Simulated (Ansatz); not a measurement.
# Ge wire along [110], 15 atoms a period, H-terminated: bands by functional

Wanted: the relaxed geometry and the bands of the Ge wire along [110], 15 atoms a period, H-terminated.

Calculated with Ansatz 0.2.0; DFT PBE, plane waves, PAW; relaxation of a wire's period; PAW set soft_1, in the first sound run; inputs show where later runs differ.

### 1. Starting point

The cell holds 27 atoms: 15 Ge and 12 H. Cell: a = 17.241 Å, b = 17.493 Å, c = 4.073 Å, α = 90.0°, β = 90.0°, γ = 90.0°. Vacuum lies along a and b. The structure's axis is c.

### 2. Relaxing the period

Band widths follow the bond lengths, so the wire is relaxed first. The atoms and the third cell vector are free; the box across stays fixed as vacuum. A Fermi-Dirac smearing is set since the result may be a metal. The pressure printed is a third of the stress's trace over the whole box, vacuum included; only the stress along the axis is relaxed.

Contents of input.yaml:

```yaml
crystal:
  lattice:
    - [17.241, 0.0, 0.0]
    - [0.0, 17.493, 0.0]
    - [0.0, 0.0, 4.0729350596]
  atoms:
    - { symbol: Ge, position: [0.416487815, 0.383593563, 0.0] }
    - { symbol: H, position: [0.447769851, 0.805655945, 0.0] }
    - { symbol: Ge, position: [0.500009653, 0.267177423, 0.0] }
    - { symbol: Ge, position: [0.500009653, 0.500009703, 0.0] }
    - { symbol: Ge, position: [0.750575165, 0.383593563, 0.0] }
    - { symbol: H, position: [0.802814967, 0.310779599, 0.0] }
    - { symbol: H, position: [0.802814967, 0.456407527, 0.0] }
    - { symbol: H, position: [0.197204338, 0.500009703, 0.187268604] }
    - { symbol: Ge, position: [0.24944414, 0.500009703, 0.5] }
    - { symbol: H, position: [0.280726176, 0.310779599, 0.5] }
    - { symbol: H, position: [0.280726176, 0.689239806, 0.5] }
    - { symbol: Ge, position: [0.332965978, 0.383593563, 0.5] }
    - { symbol: Ge, position: [0.332965978, 0.616425842, 0.5] }
    - { symbol: Ge, position: [0.58353149, 0.267177423, 0.5] }
    - { symbol: Ge, position: [0.58353149, 0.732841982, 0.5] }
    - { symbol: Ge, position: [0.58353149, 0.500009703, 0.5] }
    - { symbol: H, position: [0.635771292, 0.19436346, 0.5] }
    - { symbol: H, position: [0.635771292, 0.805655945, 0.5] }
    - { symbol: Ge, position: [0.667053328, 0.383593563, 0.5] }
    - { symbol: Ge, position: [0.667053328, 0.616425842, 0.5] }
    - { symbol: H, position: [0.197204338, 0.500009703, 0.812731396] }
    - { symbol: Ge, position: [0.416487815, 0.616425842, 0.0] }
    - { symbol: H, position: [0.447769851, 0.19436346, 0.0] }
    - { symbol: Ge, position: [0.500009653, 0.732841982, 0.0] }
    - { symbol: Ge, position: [0.750575165, 0.616425842, 0.0] }
    - { symbol: H, position: [0.802814967, 0.689239806, 0.0] }
    - { symbol: H, position: [0.802814967, 0.543611878, 0.0] }
kpoints:
  mp_grid: { grid: [1, 1, 20] }
scf:
  occupations: { method: fermi_dirac, width: 0.05 }
hamiltonian:
  xc: pbe
  pseudopotentials: { kind: paw, azcp: { folder: soft_1 } }
relax:
  cell: { fix: [a, b, alpha, beta, gamma] }
  max_steps: 45
  f_tol: 0.03
```

Command:

```console
> ansatz run input.yaml --threads 4 --pin off --max-ram 16384MiB --backend cpu --events-out ev --progress --plain --runs-dir out
```

Numbers of over 12 decimals in the logs are rounded to 6 here.

Output:

```text
Engine: ansatz 0.2.0, aarch64-unknown-linux-gnu
Pseudopotentials: kind: paw
Pseudopotential: Ge, paw, valence charge 14, recommended cutoff 420 eV (normal), soft_1/Ge.paw.azcp
Pseudopotential: H, paw, valence charge 1, recommended cutoff 420 eV (normal), soft_1/H.paw.azcp
Functional definition: PBE
  parameter kappa = 0.804
  parameter beta = 0.066725
  exchange = pbe_x(kappa = kappa, mu = beta*pi^2/3)
  correlation = pbe_c(beta = beta)
Crystal: 27 atoms, lattice volume = 1228.384 Å³
Basis set: ecut = 420 eV, 23999 PW (Γ), exchange–correlation on 240×240×60 points (8 copies of the dense FFT grid, shifted against one another)
Bands: 138, of which v1, the nominal top of the filled ones, is band 111 counted from 1 (110 counted from 0)
Symmetry: 4 space group operations
Space group: Pmm2 (ITA 25), of the structure as read, at distance tolerance 1.1e-4 Å
k-points: 11 of 20
Non-local potential: Ge, projectors of the file, l = 0: 2, l = 1: 2, l = 2: 3, l = 3: 1
Non-local potential: H, projectors of the file, l = 0: 2, l = 1: 1
PAW form: soft (Blöchl's): semilocal exchange-correlation on the pseudo side does not see the compensation charge
PAW one-centre angular grid: Ge, 590 points (default); XC on 64 Gauss nodes
PAW one-centre angular grid: H, 110 points (default); XC on 64 Gauss nodes
Initial density: superposition of atomic densities (neutral atoms: chi_scale 0, normalization atom)
Initial wavefunctions: pseudopotential atomic-orbital guess
Functional: x = pbe(κ = 0.804, μ = 0.219515), c = pbe(β = 0.066725)
SCF iter   1: F=—  HF=-64615.209898 eV  |F-HF|=—  |Δ(HF+E_count)|=         —  Δρ=3.29e-2  dr2=1.12e1  ethr=3.10e-3  ⟨swp⟩=6.9  Hψ=6146  notcnv=0  defer=18
preconditioner: auto → Resta (q_TF=auto, 2.051 Å⁻¹)  ε∞=1.5  [insulator: Δε(μ)=1.425 eV  Ē_g=21.812 eV  σ=0.050 eV  W_gap=1.00  n_scr=190 (ndim 8)  ℏωp=15.8 eV  f_vac=0.574  D(μ)=0.00/eV (n_scr^D=0)  ε∞_Penn≈1.5  vacuum switching on, ρ_ref=3.5e-2 e/Å³]
SCF iter   2: F=—  HF=-64612.758435 eV  |F-HF|=—  |Δ(HF+E_count)|=    2.45e0  Δρ=1.43e-2  dr2=2.50e0  ethr=3.10e-3  ⟨swp⟩=3.0  Hψ=2180  notcnv=0  defer=209
SCF iter   3: F=—  HF=-64612.727018 eV  |F-HF|=—  |Δ(HF+E_count)|=   3.14e-2  Δρ=5.34e-3  dr2=3.01e0  ethr=1.13e-3  ⟨swp⟩=3.9  Hψ=2381  notcnv=0  defer=204
SCF iter   4: F=—  HF=-64612.197579 eV  |F-HF|=—  |Δ(HF+E_count)|=   5.29e-1  Δρ=1.60e-3  dr2=3.22e-2  ethr=1.13e-3  ⟨swp⟩=3.4  Hψ=1950  notcnv=0  defer=196
SCF iter   5: F=—  HF=-64612.200192 eV  |F-HF|=—  |Δ(HF+E_count)|=   2.61e-3  Δρ=6.14e-4  dr2=2.96e-3  ethr=1.45e-5  ⟨swp⟩=2.4  Hψ=1888  notcnv=0  defer=196
SCF iter   6: F=—  HF=-64612.201377 eV  |F-HF|=—  |Δ(HF+E_count)|=   1.18e-3  Δρ=1.68e-4  dr2=8.34e-4  ethr=1.33e-6  ⟨swp⟩=2.0  Hψ=2541  notcnv=0  defer=196
SCF iter   7: F=—  HF=-64612.201431 eV  |F-HF|=—  |Δ(HF+E_count)|=   5.39e-5  Δρ=7.07e-5  dr2=3.57e-4  ethr=3.76e-7  ⟨swp⟩=2.0  Hψ=1587  notcnv=0  defer=196
SCF iter   8: F=—  HF=-64612.201393 eV  |F-HF|=—  |Δ(HF+E_count)|=   3.82e-5  Δρ=3.03e-5  dr2=1.12e-5  ethr=1.61e-7  ⟨swp⟩=2.0  Hψ=1538  notcnv=0  defer=196
SCF iter   9: F=—  HF=-64612.201652 eV  |F-HF|=—  |Δ(HF+E_count)|=   2.60e-4  Δρ=1.27e-5  dr2=1.80e-6  ethr=5.04e-9  ⟨swp⟩=2.0  Hψ=1846  notcnv=0  defer=198
SCF iter  10: F=—  HF=-64612.201654 eV  |F-HF|=—  |Δ(HF+E_count)|=   1.84e-6  Δρ=3.94e-6  dr2=4.52e-7  ethr=8.12e-10  ⟨swp⟩=2.0  Hψ=2541  notcnv=0  defer=198
SCF iter  11: F=-64612.201654 eV  HF=-64612.201654 eV  |F-HF|=6.12e-8  |Δ(HF+E_count)|=   8.24e-8  Δρ=1.37e-6  dr2=8.27e-8  ethr=4.50e-11  ⟨swp⟩=3.0  Hψ=4711  notcnv=0
SCF 1 converged in 11 iterations: F = -64612.201654 eV  dr2 = 8.27e-8
  greatest PAW one-centre occupation: 0.998 electrons in one spin orbital (limit 2), on the Ge atom at site 8 (counted from 0), in its partial waves of l = 2
relax step   1: F+E_penalty+E_count = -64612.20165405 eV  Δ(F+E_penalty+E_count) = +0.000e0 eV  max|allowed force component| = 4.016e-1 eV/Å  Δτ_max = 0.0000 Å  P = -0.353 GPa  Ω = 1228.384 Å³  fix = [a, b, alpha, beta, gamma]  reactions: a -0.561, b -0.350 GPa  (11 SCF iters, dr2 threshold 1.00e-7 eV, accepted)
Crystal: 27 atoms, lattice volume = 1235.874 Å³
Basis set: ecut = 420 eV, 24115 PW (Γ), exchange–correlation on 240×240×60 points (8 copies of the dense FFT grid, shifted against one another)
Initial density: handed on by an earlier stage of this run
Initial wavefunctions: those handed on with the density
iter 1 solved again at ethr=1.33e-4 eV; its pass at ethr=3.10e-3 eV (dr2=2.96e-1 eV) is discarded
SCF iter   1: F=—  HF=-64612.422656 eV  |F-HF|=—  |Δ(HF+E_count)|=         —  Δρ=6.92e-3  dr2=2.99e-1  ethr=1.33e-4  ⟨swp⟩=4.4  Hψ=6392  notcnv=0  defer=2
preconditioner: auto → Resta (q_TF=auto, 2.049 Å⁻¹)  ε∞=1.5  [insulator: Δε(μ)=1.513 eV  Ē_g=21.799 eV  σ=0.050 eV  W_gap=1.00  n_scr=190 (ndim 8)  ℏωp=15.7 eV  f_vac=0.617  D(μ)=0.00/eV (n_scr^D=0)  ε∞_Penn≈1.5  vacuum switching on, ρ_ref=3.4e-2 e/Å³]
SCF iter   2: F=—  HF=-64612.385787 eV  |F-HF|=—  |Δ(HF+E_count)|=   3.69e-2  Δρ=3.23e-3  dr2=6.30e-2  ethr=1.33e-4  ⟨swp⟩=3.5  Hψ=2342  notcnv=0
SCF iter   3: F=—  HF=-64612.388203 eV  |F-HF|=—  |Δ(HF+E_count)|=   2.42e-3  Δρ=8.00e-4  dr2=2.92e-2  ethr=2.84e-5  ⟨swp⟩=3.3  Hψ=2432  notcnv=0  defer=19
SCF iter   4: F=—  HF=-64612.382423 eV  |F-HF|=—  |Δ(HF+E_count)|=   5.78e-3  Δρ=2.06e-4  dr2=1.99e-3  ethr=1.32e-5  ⟨swp⟩=3.1  Hψ=2212  notcnv=0  defer=19
SCF iter   5: F=—  HF=-64612.382283 eV  |F-HF|=—  |Δ(HF+E_count)|=   1.40e-4  Δρ=9.15e-5  dr2=1.31e-4  ethr=8.98e-7  ⟨swp⟩=2.0  Hψ=1849  notcnv=0  defer=15
SCF iter   6: F=—  HF=-64612.382313 eV  |F-HF|=—  |Δ(HF+E_count)|=   3.01e-5  Δρ=3.85e-5  dr2=2.51e-5  ethr=5.92e-8  ⟨swp⟩=2.0  Hψ=1796  notcnv=0  defer=15
SCF iter   7: F=—  HF=-64612.382318 eV  |F-HF|=—  |Δ(HF+E_count)|=   5.18e-6  Δρ=1.23e-5  dr2=6.43e-6  ethr=1.13e-8  ⟨swp⟩=2.0  Hψ=1762  notcnv=0  defer=15
SCF iter   8: F=-64612.382317 eV  HF=-64612.382317 eV  |F-HF|=9.04e-8  |Δ(HF+E_count)|=   5.98e-7  Δρ=4.89e-6  dr2=3.68e-7  ethr=1.22e-9  ⟨swp⟩=4.1  Hψ=4257  notcnv=0
SCF 2 converged in 8 iterations: F = -64612.382317 eV  dr2 = 3.68e-7
relax step   2: F+E_penalty+E_count = -64612.38231728 eV  Δ(F+E_penalty+E_count) = -1.807e-1 eV  max|allowed force component| = 2.101e-1 eV/Å  Δτ_max = 0.1948 Å  P = -0.118 GPa  Ω = 1235.874 Å³  energy of the carried Pulay correction = -1.109e-3 eV  fix = [a, b, alpha, beta, gamma]  reactions: a -0.190, b -0.085 GPa  (8 SCF iters, dr2 threshold 2.70e-6 eV, accepted)
Crystal: 27 atoms, lattice volume = 1234.879 Å³
[...]
relax step   6: F+E_penalty+E_count = -64612.44981499 eV  Δ(F+E_penalty+E_count) = -2.196e-3 eV  max|allowed force component| = 5.348e-2 eV/Å  Δτ_max = 0.0685 Å  P = -0.014 GPa  Ω = 1234.198 Å³  energy of the carried Pulay correction = -8.610e-4 eV  fix = [a, b, alpha, beta, gamma]  reactions: a -0.013, b -0.028 GPa  (11 SCF iters, accepted)
[...]
relax step   7: F+E_penalty+E_count = -64612.45040107 eV  Δ(F+E_penalty+E_count) = -5.861e-4 eV  max|allowed force component| = 3.810e-3 eV/Å  Δτ_max = 0.0105 Å  P = -0.002 GPa  Ω = 1234.164 Å³  energy of the carried Pulay correction = -8.560e-4 eV  fix = [a, b, alpha, beta, gamma]  reactions: a -0.003, b -0.002 GPa  (6 SCF iters, dr2 threshold 1.79e-7 eV, accepted)
Initial wavefunctions: pseudopotential atomic-orbital guess (no wavefunctions were taken with the density)
iter 1 solved again at ethr=2.01e-7 eV; its pass at ethr=3.10e-3 eV (dr2=4.47e-4 eV) is discarded
SCF iter   1: F=—  HF=-64612.448244 eV  |F-HF|=—  |Δ(HF+E_count)|=         —  Δρ=4.24e-5  dr2=5.85e-7  ethr=2.01e-7  ⟨swp⟩=3.9  Hψ=10358  notcnv=0
preconditioner: auto → Resta (q_TF=auto, 2.050 Å⁻¹)  ε∞=1.5  [insulator: Δε(μ)=1.593 eV  Ē_g=21.798 eV  σ=0.050 eV  W_gap=1.00  n_scr=190 (ndim 8)  ℏωp=15.7 eV  f_vac=0.616  D(μ)=0.00/eV (n_scr^D=0)  ε∞_Penn≈1.5  vacuum switching on, ρ_ref=3.4e-2 e/Å³]
SCF iter   2: F=—  HF=-64612.450206 eV  |F-HF|=—  |Δ(HF+E_count)|=   1.96e-3  Δρ=2.13e-5  dr2=1.84e-7  ethr=2.63e-10  ⟨swp⟩=3.4  Hψ=3199  notcnv=0
SCF iter   3: F=—  HF=-64612.451083 eV  |F-HF|=—  |Δ(HF+E_count)|=   8.77e-4  Δρ=7.11e-6  dr2=1.64e-7  ethr=8.29e-11  ⟨swp⟩=3.0  Hψ=2195  notcnv=0
SCF iter   4: F=—  HF=-64612.451256 eV  |F-HF|=—  |Δ(HF+E_count)|=   1.73e-4  Δρ=1.16e-6  dr2=1.11e-8  ethr=7.38e-11  ⟨swp⟩=2.5  Hψ=1961  notcnv=0
SCF iter   5: F=—  HF=-64612.451264 eV  |F-HF|=—  |Δ(HF+E_count)|=   8.25e-6  Δρ=3.18e-7  dr2=1.32e-9  ethr=4.98e-12  ⟨swp⟩=3.8  Hψ=3137  notcnv=0
SCF iter   6: F=—  HF=-64612.451265 eV  |F-HF|=—  |Δ(HF+E_count)|=   1.03e-6  Δρ=1.15e-7  dr2=6.44e-10  ethr=1.00e-12  ⟨swp⟩=2.8  Hψ=1975  notcnv=0
SCF iter   7: F=-64612.451265 eV  HF=-64612.451265 eV  |F-HF|=1.92e-8  |Δ(HF+E_count)|=   1.15e-7  Δρ=4.21e-8  dr2=3.73e-11  ethr=1.00e-12  ⟨swp⟩=3.0  Hψ=4850  notcnv=0
SCF 8 converged in 7 iterations: F = -64612.451265 eV  dr2 = 3.73e-11
relax step   8: F+E_penalty+E_count = -64612.45126509 eV  Δ(F+E_penalty+E_count) = -8.640e-4 eV  max|allowed force component| = 3.806e-3 eV/Å  Δτ_max = 0.0000 Å  P = -0.001 GPa  Ω = 1234.164 Å³  fix = [a, b, alpha, beta, gamma]  reactions: a -0.002, b -0.002 GPa  stress off target by 1.68e-3 GPa on what of the cell is left free  SCF on the basis re-selected at this cell (its energy is not comparable with the rows above)  (7 SCF iters)
basis re-selected at this cell: Δ(F+E_penalty+E_count) = -8.640e-4 eV, ΔP = +0.001 GPa vs the last step (what re-selecting the basis moved, of the pressure what is left beyond the Pulay correction that the steps carried, after the strain that the cell walked since its last selection, with what the two solves' SCF thresholds leave and, on support functions, any second-order correction that the steps lacked; it is no m [...]
SCF converged after 7 iterations
Free energy (F): -64612.451265 eV
Harris-Foulkes:  -64612.451265 eV  (|F-HF|=1.92e-8)
Internal energy: -64612.451265 eV  (E = F + TS)
E sigma→0 (E₀):  -64612.451265 eV
Entropy (-TS):   -0.000000 eV (-0.000 meV/atom)
Fermi energy:    -0.425583 eV
--- Per-component energies (eV) ---
  E_band       = -4205.783657
  E_kinetic    = 1539.315846
  E_local      = -130347.881108  (includes V_loc(G=0)·N_el)
  E_nonlocal   = 3281.267362
  E_hartree    = 63411.611575
  E_xc         = -1171.271874
  E_vxc        = -1100.772077  (∫ρ·V_xc dr)
  E_paw        = -30218.080710  (= ΣΔE_a)
  E_vpaw       = -4400.926098  (= ΣTr[D̂ρ^β])
  E_aug_tail   = -0.010929  (compensation charges beyond the density's cutoff)
  E_ewald      = 28892.598573
  E_smearing   = -0.000000  (= −TS)
  E_closure    = -0.000000  (closes the sum)
  Σ components = -64612.451265   (vs F -64612.451265, Δ=0.00e0)
--- Forces (eV/Å), atoms counted from 1 ---
  atom   1  Ge    -0.00186402    -0.00173961     0.00000000
  atom   2  H     -0.00036444    -0.00167802     0.00000000
  atom   3  Ge     0.00135683    -0.00187547    -0.00000000
  atom   4  Ge     0.00173862     0.00000000    -0.00000000
  atom   5  Ge     0.00277878     0.00125015    -0.00000000
  atom   6  H     -0.00260992     0.00231764     0.00000000
  atom   7  H     -0.00088064    -0.00251514     0.00000000
  atom   8  H     -0.00022216     0.00000000    -0.00057437
  atom   9  Ge     0.00133907     0.00000000    -0.00000000
  atom  10  H     -0.00003006     0.00013682     0.00000000
  atom  11  H     -0.00003006    -0.00013682     0.00000000
  atom  12  Ge    -0.00010254     0.00026017     0.00000000
  atom  13  Ge    -0.00010254    -0.00026017     0.00000000
  atom  14  Ge     0.00255039     0.00128251    -0.00000000
  atom  15  Ge     0.00255039    -0.00128251    -0.00000000
  atom  16  Ge     0.00216146     0.00000000    -0.00000000
  atom  17  H      0.00057454     0.00048995    -0.00000000
  atom  18  H      0.00057454    -0.00048995    -0.00000000
  atom  19  Ge    -0.00380604    -0.00003843     0.00000000
  atom  20  Ge    -0.00380604     0.00003843     0.00000000
  atom  21  H     -0.00022216     0.00000000     0.00057437
  atom  22  Ge    -0.00186402     0.00173961     0.00000000
  atom  23  H     -0.00036444     0.00167802     0.00000000
  atom  24  Ge     0.00135683     0.00187547    -0.00000000
  atom  25  Ge     0.00277878    -0.00125015    -0.00000000
  atom  26  H     -0.00260992    -0.00231764     0.00000000
  atom  27  H     -0.00088064     0.00251514     0.00000000
  max |Σ_I F_I| component: 5.87e-7 eV/Å
--- Stress (GPa, compression-positive) ---
       -0.002401       0.000000       0.000000
        0.000000      -0.002456       0.000000
        0.000000       0.000000       0.001684
  P = ⅓ Tr σ = -0.0011 GPa (-0.011 kbar)
--- Relaxed structure (7 steps of the walk, 7 accepted, 1 SCFs on fresh bases) ---
  F+E_penalty+E_count = -64612.45126509 eV   max|allowed force component| = 3.806e-3 eV/Å   (the final SCF, on the basis selected at the relaxed cell)
  cell:  # Å, volume = 1234.1638 Å³
    - [17.241, 0.0, 0.0]
    - [0.0, 17.493, 0.0]
    - [0.0, 0.0, 4.092098]
  atoms:
    - { symbol: Ge, position: [0.418624, 0.385129, 0] }
    - { symbol: H, position: [0.446689, 0.801867, 0] }
    - { symbol: Ge, position: [0.500328, 0.269670, 0] }
    - { symbol: Ge, position: [0.503125, 0.5, 0] }
    - { symbol: Ge, position: [0.746561, 0.371755, 0] }
    - { symbol: H, position: [0.785942, 0.292043, 0] }
    - { symbol: H, position: [0.812041, 0.432301, 0] }
    - { symbol: H, position: [0.199166, 0.5, 0.200966] }
    - { symbol: Ge, position: [0.253246, 0.5, 0.5] }
    - { symbol: H, position: [0.286419, 0.313174, 0.5] }
    - { symbol: H, position: [0.286419, 0.686826, 0.5] }
    - { symbol: Ge, position: [0.337152, 0.386805, 0.5] }
    - { symbol: Ge, position: [0.337152, 0.613195, 0.5] }
    - { symbol: Ge, position: [0.580348, 0.269606, 0.5] }
    - { symbol: Ge, position: [0.580348, 0.730394, 0.5] }
    - { symbol: Ge, position: [0.586477, 0.5, 0.5] }
    - { symbol: H, position: [0.632770, 0.197127, 0.5] }
    - { symbol: H, position: [0.632770, 0.802873, 0.5] }
    - { symbol: Ge, position: [0.666754, 0.382037, 0.5] }
    - { symbol: Ge, position: [0.666754, 0.617963, 0.5] }
    - { symbol: H, position: [0.199166, 0.5, 0.799034] }
    - { symbol: Ge, position: [0.418624, 0.614871, 0] }
    - { symbol: H, position: [0.446689, 0.198133, 0] }
    - { symbol: Ge, position: [0.500328, 0.730330, 0] }
    - { symbol: Ge, position: [0.746561, 0.628245, 0] }
    - { symbol: H, position: [0.785942, 0.707957, 0] }
    - { symbol: H, position: [0.812041, 0.567699, 0] }
```

Wall time 5.3 min (4 threads of Arm Neoverse V2, shared host); peak memory 3.7 GiB; 21 min of CPU time.

The steps of the relaxation:

```csv
step,energy less that of the first step (eV),largest force component (eV/Å),pressure (GPa),volume (Å³)
1,0.0000,0.4016,-0.35,1228.38
2,-0.1807,0.2101,-0.12,1235.87
3,-0.2110,0.0854,-0.04,1234.88
4,-0.2356,0.0866,0.01,1233.49
5,-0.2460,0.0228,0.00,1234.01
6,-0.2482,0.0535,-0.01,1234.20
7,-0.2487,0.0038,0.00,1234.16
8*,-0.2496,0.0038,0.00,1234.16
```

Relaxation steps marked * repeat the geometry before them on a plane-wave basis chosen anew for their cell, so energy and pressure can jump there.

The run keeps the 4 symmetry operations that it works with, so distortions that break them were not tested.

```csv
cell as run,before,after,change
c (Å),4.073,4.092,+0.5 %
```

The atoms that moved most (Å, along periodic axes as changes of fractional coordinates times the final cell, across vacuum about the mean position):

```csv
atom,dx,dy,dz,length
H27,0.159,0.422,0.000,0.451
H7,0.159,-0.422,0.000,0.451
H26,-0.291,0.328,0.000,0.438
H6,-0.291,-0.328,0.000,0.438
Ge25,-0.069,0.207,0.000,0.218
Ge5,-0.069,-0.207,0.000,0.218
H10,0.098,0.042,0.000,0.107
H11,0.098,-0.042,0.000,0.107
```

Numbers from this step:

```
cell length along the wire : 4.092 Å
```

The cell's length comes to 4.092 Å with spin left out.

[end of part 1 of 2]

[Logs are printed without paths, hosts, clocks, repeated set-up lines and the standing remarks that a program may print on its own settings, such as how far it seeks lower states.]

[Hosts, paths, dates, database ids (printed as entryN), source tags and the programs' standing remarks are cut or masked in the printed files.]
